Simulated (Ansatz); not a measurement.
# Lattice dynamics of CdH2 (model cell, started as fluorite)

Wanted: phonon frequencies of CdH2 (model cell, started as fluorite) and what follows from them.

Main program and level: Ansatz 0.2.0; DFT PBEsol, scalar-relativistic, plane waves, PAW.

The structure was built from a prototype and need not be the compound's stable phase.

## Step 1: The structure

Symmetry: Fm-3m, No. 225, cubic system. The conventional cell has a = 5.590 Å, b = 5.590 Å, c = 5.590 Å, α = 90.00°, β = 90.00°, γ = 90.00°. Nearest to Cd lie 8 H at 2.42 Å. H has 4 Cd at 2.42 Å nearest. Farther neighbours are not listed.

## Step 2: Rough relaxation

A rough relaxation comes first, because large forces or stress need no tight tolerances yet.

File input.yaml:

```yaml
crystal:
  lattice:
    - [0.0, 2.79495, 2.79495]
    - [2.79495, 0.0, 2.79495]
    - [2.79495, 2.79495, 0.0]
  atoms:
    - { symbol: Cd, position: [0.0, 0.0, 0.0] }
    - { symbol: H, position: [0.25, 0.25, 0.25] }
    - { symbol: H, position: [0.75, 0.75, 0.75] }
kpoints:
  mp_grid: { grid: [6, 6, 6] }
hamiltonian:
  xc: pbesol
scf:
  occupations: { method: gaussian, width: 0.1 }
output:
  forces: true
  stress: true
  eigenvalues: true
relax:
  adjacent_minimum: "off"
  f_tol: 0.05
  max_steps: 80
  cell: { stress_tol: 0.5 }
```

Launch:

```
ansatz run input.yaml --threads 4 --pin off --max-ram 7168MiB --backend cpu --events-out ev --progress --plain --runs-dir out
```

Numbers of over 12 decimals in the logs are rounded to 6 here.

The log of the run:

```text
The last accepted step is kept in <dir> (removed where the run ends without a failure and the disk answers)
Engine: ansatz 0.2.0, aarch64-unknown-linux-gnu
Pseudopotentials: kind: paw
Pseudopotential: Cd, paw, valence charge 20, recommended cutoff 420 eV (normal), Cd.paw.azcp
Pseudopotential: H, paw, valence charge 1, recommended cutoff 420 eV (normal), H.paw.azcp
Functional definition: PBEsol
  exchange = pbesol_x
[...]
--- Relaxed structure (4 steps of the walk, 4 accepted, 1 SCFs on fresh bases) ---
  F+E_penalty+E_count = -8213.78107179 eV   max|allowed force component| = 1.301e-18 eV/Å   (the final SCF, on the basis selected at the relaxed cell)
  cell:  # Å, volume = 31.1349 Å³
    - [0, 2.496926, 2.496926]
    - [2.496926, 0, 2.496926]
    - [2.496926, 2.496926, 0]
  atoms:
    - { symbol: Cd, position: [0, 0, 0] }
    - { symbol: H, position: [0.25, 0.25, 0.25] }
    - { symbol: H, position: [0.75, 0.75, 0.75] }
[key lines of the parts left out:]
SCF converged after 6 iterations
Free energy (F): -8213.781072 eV
Fermi energy:    10.242149 eV
P = ⅓ Tr σ = 0.3934 GPa (3.934 kbar)
```

Wall time 1.8 s (4 threads of Arm Neoverse V1, shared host); peak memory 0.29 GiB; 5.2 s of CPU time.

Step by step:

| step | energy less that of the first step (eV) | largest force component (eV/Å) | pressure (GPa) | volume (Å³) |
| --- | --- | --- | --- | --- |
| 1 | 0.0000 | 0.0000 | -11.03 | 43.67 |
| 2 | -0.3772 | 0.0000 | -8.13 | 37.59 |
| 3 | -0.5605 | 0.0000 | -1.42 | 32.10 |
| 4 | -0.5642 | 0.0000 | 0.49 | 31.13 |
| 5* | -0.5600 | 0.0000 | 0.39 | 31.13 |

Relaxation steps marked * repeat the geometry before them on a plane-wave basis chosen anew for their cell, so energy and pressure can jump there.

Forces are held to the 48 operations that the run works with; a distortion that breaks them can't arise in this run.

```
conventional cell, symmetrised  before  after   change
                         a (Å)   5.590  4.994  -10.7 %
                         b (Å)   5.590  4.994  -10.7 %
                         c (Å)   5.590  4.994  -10.7 %
              volume (Å³/atom)   14.56  10.38  -28.7 %
```

Final coordinates:

```
Cd H
1.0
     0.00000    2.49693    2.49693
     2.49693    0.00000    2.49693
     2.49693    2.49693    0.00000
Cd H
1 2
Direct
  0.00000 0.00000 0.00000
  0.25000 0.25000 0.25000
  0.75000 0.75000 0.75000
```

This step gave:

```yaml
pressure: 0.3934 GPa
volume_per_atom: 10.38 Å³
gap_on_the_k_mesh: 0 eV
```

In this step the volume went from 14.56 to 10.38 Å³/atom.

## Step 3: Bringing the structure to rest

Harmonic phonons are second derivatives at a point where the forces vanish, and they are wanted at zero stress, so atoms and cell are relaxed first.

input.yaml, the sections that differ from step 2:

```yaml
crystal:
  lattice:
    - [0.0, 2.4969257075, 2.4969257075]
    - [2.4969257075, 0.0, 2.4969257075]
    - [2.4969257075, 2.4969257075, 0.0]
  atoms:
    - { symbol: Cd, position: [0.0, 0.0, 0.0] }
    - { symbol: H, position: [0.25, 0.25, 0.25] }
    - { symbol: H, position: [0.75, 0.75, 0.75] }
kpoints:
  mp_grid: { grid: [14, 14, 14] }
relax:
  adjacent_minimum: "off"
  f_tol: 0.005
  max_steps: 80
  cell: { stress_tol: 0.05 }
# hamiltonian, scf, output: as in step 2
```

The log of the run:

```text
[...]
Crystal: 3 atoms, lattice volume = 31.135 Å³
Basis set: ecut = 420 eV, 609 PW (Γ), exchange–correlation on 48×48×48 points (8 copies of the dense FFT grid, shifted against one another)
Bands: 15, of which v1, the nominal top of the filled ones, is band 11 counted from 1 (10 counted from 0)
Symmetry: 48 space group operations
[...]
k-points: 104 of 2744
[...]
k-point 103: bands = [... 7 lower, 1.4102, 1.5474, 6.1188, 7.1751, 9.2644, 11.9647, 18.0772, 20.1740]
--- Relaxed structure (3 steps of the walk, 2 accepted, 1 SCFs on fresh bases) ---
[...]
cell:  # Å, volume = 31.5432 Å³
    - [0, 2.507794, 2.507794]
    - [2.507794, 0, 2.507794]
    - [2.507794, 2.507794, 0.0]
  atoms:
    - { symbol: Cd, position: [0, 0, 0] }
    - { symbol: H, position: [0.25, 0.25, 0.25] }
    - { symbol: H, position: [0.750000, 0.750000, 0.750000] }
[key lines of the parts left out:]
SCF converged after 6 iterations
Free energy (F): -8213.764127 eV
Fermi energy:    9.756396 eV
P = ⅓ Tr σ = -0.0164 GPa (-0.164 kbar)
```

Run time: 3.5 s. Hardware: 4 threads; peak memory 0.34 GiB.

Relaxation path:

```csv
step,energy less that of the first step (eV),largest force component (eV/Å),pressure (GPa),volume (Å³)
1,0.0000,0.0000,0.87,31.13
2,0.0008,0.0000,-0.89,31.97
3,-0.0007,0.0000,-0.02,31.54
4*,-0.0011,0.0000,-0.02,31.54
```

Relaxation steps marked * repeat the geometry before them on a plane-wave basis chosen anew for their cell, so energy and pressure can jump there. Relaxation step 2 was tried and not accepted.

Forces are held to the 48 operations that the run works with; a distortion that breaks them can't arise in this run.

```
conventional cell, symmetrised  before  after  change
                         a (Å)   4.994  5.016  +0.4 %
                         b (Å)   4.994  5.016  +0.4 %
                         c (Å)   4.994  5.016  +0.4 %
              volume (Å³/atom)   10.38  10.51  +1.3 %
```

The relaxed structure:

```cif
data_structure
_symmetry_space_group_name_H-M 'P 1'
_symmetry_Int_Tables_number 1
_cell_length_a 3.5466
_cell_length_b 3.5466
_cell_length_c 3.5466
_cell_angle_alpha 60.000
_cell_angle_beta 60.000
_cell_angle_gamma 60.000
_cell_volume 31.54
loop_
_atom_site_label
_atom_site_type_symbol
_atom_site_fract_x
_atom_site_fract_y
_atom_site_fract_z
_atom_site_occupancy
Cd1 Cd 0.00000 0.00000 0.00000 1
H2 H 0.25000 0.25000 0.25000 1
H3 H 0.75000 0.75000 0.75000 1
```

Numbers from this step:

* pressure: -0.01636 GPa
* volume per atom: 10.51 Å³

In this step the volume went from 10.38 to 10.51 Å³/atom.

## Step 4: Tight relaxation

Phonons need a cell at rest on their own settings, so the relaxation is repeated with tight tolerances on forces and stress on the k mesh and occupations of the first response run.

File input.yaml:

```yaml
crystal:
  lattice:
    - [0.0, 2.5077940512, 2.5077940512]
    - [2.5077940512, 0.0, 2.5077940512]
    - [2.5077940512, 2.5077940512, 0.0]
  atoms:
    - { symbol: Cd, position: [0.0, 0.0, 0.0] }
    - { symbol: H, position: [0.25, 0.25, 0.25] }
    - { symbol: H, position: [0.75, 0.75, 0.75] }
kpoints:
  mp_grid: { grid: [16, 16, 16] }
hamiltonian:
  xc: pbesol
scf:
  occupations: { method: methfessel_paxton, width: 0.2 }
output:
  forces: true
  stress: true
  eigenvalues: true
relax:
  adjacent_minimum: "off"
  f_tol: 0.001
  max_steps: 60
  cell: { stress_tol: 0.01 }
```

The log of the run:

```text
[...]
Crystal: 3 atoms, lattice volume = 31.543 Å³
Basis set: ecut = 420 eV, 609 PW (Γ), exchange–correlation on 48×48×48 points (8 copies of the dense FFT grid, shifted against one another)
Bands: 15, of which v1, the nominal top of the filled ones, is band 11 counted from 1 (10 counted from 0)
Symmetry: 48 space group operations
[...]
k-points: 145 of 4096
[...]
k-point 144: bands = [... 7 lower, 1.4071, 1.5540, 6.6335, 6.6335, 9.2942, 11.8944, 19.1217, 19.1217]
--- Relaxed structure (3 steps of the walk, 2 accepted, 1 SCFs on fresh bases) ---
[...]
cell:  # Å, volume = 31.5303 Å³
    - [0, 2.507453, 2.507453]
    - [2.507453, 0, 2.507453]
    - [2.507453, 2.507453, 0]
  atoms:
    - { symbol: Cd, position: [0, 0, 0] }
    - { symbol: H, position: [0.25, 0.25, 0.25] }
    - { symbol: H, position: [0.750000, 0.750000, 0.750000] }
[key lines of the parts left out:]
SCF converged after 4 iterations
Free energy (F): -8213.763339 eV
Fermi energy:    9.768196 eV
P = ⅓ Tr σ = -0.0001 GPa (-0.001 kbar)
```

Wall time 4.2 s (4 threads); peak memory 0.37 GiB.

Little changed from the start: no atom moved by 0.005 Å and no cell edge by 0.1 %.

Numbers from this step:

* pressure: -1.01e-4 GPa

The forces vanish by symmetry and the pressure is 0.000 GPa, within the tolerances set. The cell now holds 10.51 Å³/atom.

## Step 5: Linear response at the zone centre

The zone centre comes first: it holds the modes that light can see, as far as symmetry allows. No field response is asked, since the mesh shows no gap.

input.yaml, the sections that differ from step 4:

```yaml
crystal:
  lattice:
    - [0.0, 2.5074531997, 2.5074531997]
    - [2.5074531997, 0.0, 2.5074531997]
    - [2.5074531997, 2.5074531997, 0.0]
  atoms:
    - { symbol: Cd, position: [0.0, 0.0, 0.0] }
    - { symbol: H, position: [0.25, 0.25, 0.25] }
    - { symbol: H, position: [0.75, 0.75, 0.75] }
output:
  eigenvalues: true
phonons:
  method: dfpt
# kpoints, hamiltonian, scf: as in step 4
# relax: removed
```

The log of the run:

```text
zone centre: on kpoints.mp_grid the ground state, and the responses unless they are solved on pairs of k-points, stand on 349 of the mesh's 4096 k-points, reduced under 8 symmetry operations, with k and −k counted as one. Each operation leaves every solved displacement unchanged or reverses it
[...]
Crystal: 3 atoms, lattice volume = 31.530 Å³
Basis set: ecut = 420 eV, 609 PW (Γ), exchange–correlation on 48×48×48 points (8 copies of the dense FFT grid, shifted against one another)
Bands: 15, of which v1, the nominal top of the filled ones, is band 11 counted from 1 (10 counted from 0)
Symmetry: 48 space group operations
k-points: 349 of 4096 (irreducible under 8 space group operations, time reversal used)
[...]
SCF iter   1: F=—  HF=-8213.774298 eV  |F-HF|=—  |Δ(HF+E_count)|=         —  Δρ=1.27e-2  dr2=3.73e-2  ethr=1.77e-3  ⟨swp⟩=4.1  Hψ=23313  notcnv=0
[...]
SCF iter   9: F=-8213.763339 eV  HF=-8213.763339 eV  |F-HF|=1.82e-12  |Δ(HF+E_count)|=  2.91e-11  S|Δr|=    0.00e0  Δρ=4.16e-8  dr2=3.35e-13  ethr=1.00e-12  ⟨swp⟩=5.0  Hψ=18069  notcnv=0
SCF 1 converged in 9 iterations: F = -8213.763339 eV  dr2 = 3.35e-13
[...]
DFPT response loops at Γ: preconditioner auto → Kerker (q_TF=auto, 2.569 Å⁻¹) (partly filled bands, converged f_vac=0.031); β = 1.00, the filter's whole step (`scf.mixing.beta` (0.50) is not read by the response loops under this deck's `scf.mixing.preconditioner`; to damp them name `kerker` or `kerker_dos`, under which they read `scf.mixing.beta`, and type it under 1.00, their step now; both keys bind the ground state too); Broyden in place of MSR1
SCF converged after 9 iterations
[...]
Free energy (F): -8213.763339 eV
[...]
Internal energy: -8213.763213 eV  (E = F + TS)
E sigma→0 (E₀):  -8213.763307 eV
Entropy (-TS):   -0.000126 eV (-0.042 meV/atom)
Fermi energy:    9.768197 eV
[...]
--- Band table (eV; the first three rows and the last of 349) ---
  k-point 0: bands = [... 7 lower, 1.0663, 1.3659, 1.3659, 10.1398, 20.3817, 20.3817, 20.3817, 20.6314]
  k-point 1: bands = [... 7 lower, 1.0753, 1.3642, 1.3642, 10.1333, 19.2369, 20.1096, 20.1096, 20.2961]
  k-point 2: bands = [... 7 lower, 1.0986, 1.3622, 1.3622, 10.0758, 17.6441, 19.5419, 19.6014, 19.6014]
  k-point 348: bands = [... 7 lower, 1.4071, 1.5540, 6.6335, 6.6335, 9.2942, 11.8944, 19.1217, 19.1217]
--- Phonons (Γ-DFPT): 2 representative perturbations + reference, on 349 of 4096 k-points (Σ response iterations 8) ---
  k mesh reduced under 8 symmetry operations, with k and −k counted as one. Each operation leaves every solved displacement unchanged or reverses it
  ASR residual: 1.656e-5 → 0.000e0 eV/Å²; symmetrization residual: 4.213e-8 eV/Å²
  ASR residual per site (eV/Å²): 1.66e-5 1.16e-5 1.16e-5
  Γ frequencies (cm⁻¹): -219.64 -219.64 -219.64 0.00 0.00 0.00 664.18 664.18 664.18
  non-analytic LO–TO correction: not included (Born effective charges unavailable; polar crystals: no LO–TO splitting at Γ)
```

Elapsed: 12 s, on 4 threads; peak memory 0.67 GiB; 42 s of CPU time.

Numbers from this step:

| Quantity | Value |
| --- | --- |
| sum-rule residual before enforcement | 1.66e-5 eV/Å² |
| point group | m-3m |
| highest optical mode at the zone centre (no LO-TO term) | 664.2 cm⁻¹ |
| lowest optical zone-centre mode | -219.6 cm⁻¹ |

Patterns of degenerate modes are one choice out of their space. The modes at Γ (shares of kinetic energy by element, %) (negative means imaginary):

```
mode  frequency (cm⁻¹)  symmetry  Cd %  H %
   1            -219.6       T1u     2   98
   2            -219.6       T1u     2   98
   3            -219.6       T1u     2   98
   4               0.0  acoustic    98    2
   5               0.0  acoustic    98    2
   6               0.0  acoustic    98    2
   7             664.2       T2g     0  100
   8             664.2       T2g     0  100
   9             664.2       T2g     0  100
```

Displacements in mode 1 (-219.6 cm⁻¹), the largest set to 1:
```
Cd1  0.00  0.00 -0.02
H2   0.00  0.01  1.00
H3   0.00  0.01  1.00
```

Displacements in mode 7 (664.2 cm⁻¹), the largest set to 1:
```
Cd1  0.00  0.00  0.00
H2   0.00 -0.30 -1.00
H3   0.00  0.30  1.00
```

Before it was imposed, the acoustic sum rule was missed by 1.7e-5 eV/Å². Small misses are needed for a sound result but don't prove that mesh and cutoff are converged. The lowest optical mode is imaginary, 219.6i cm⁻¹, so the energy falls along it.

(Continued in part 2 of 2.)

[Logs are printed without paths, hosts, clocks, repeated set-up lines and the standing remarks that a program may print on its own settings, such as how far it seeks lower states.]

[Hosts, paths, dates, database ids (printed as entryN), source tags and the programs' standing remarks are cut or masked in the printed files.]
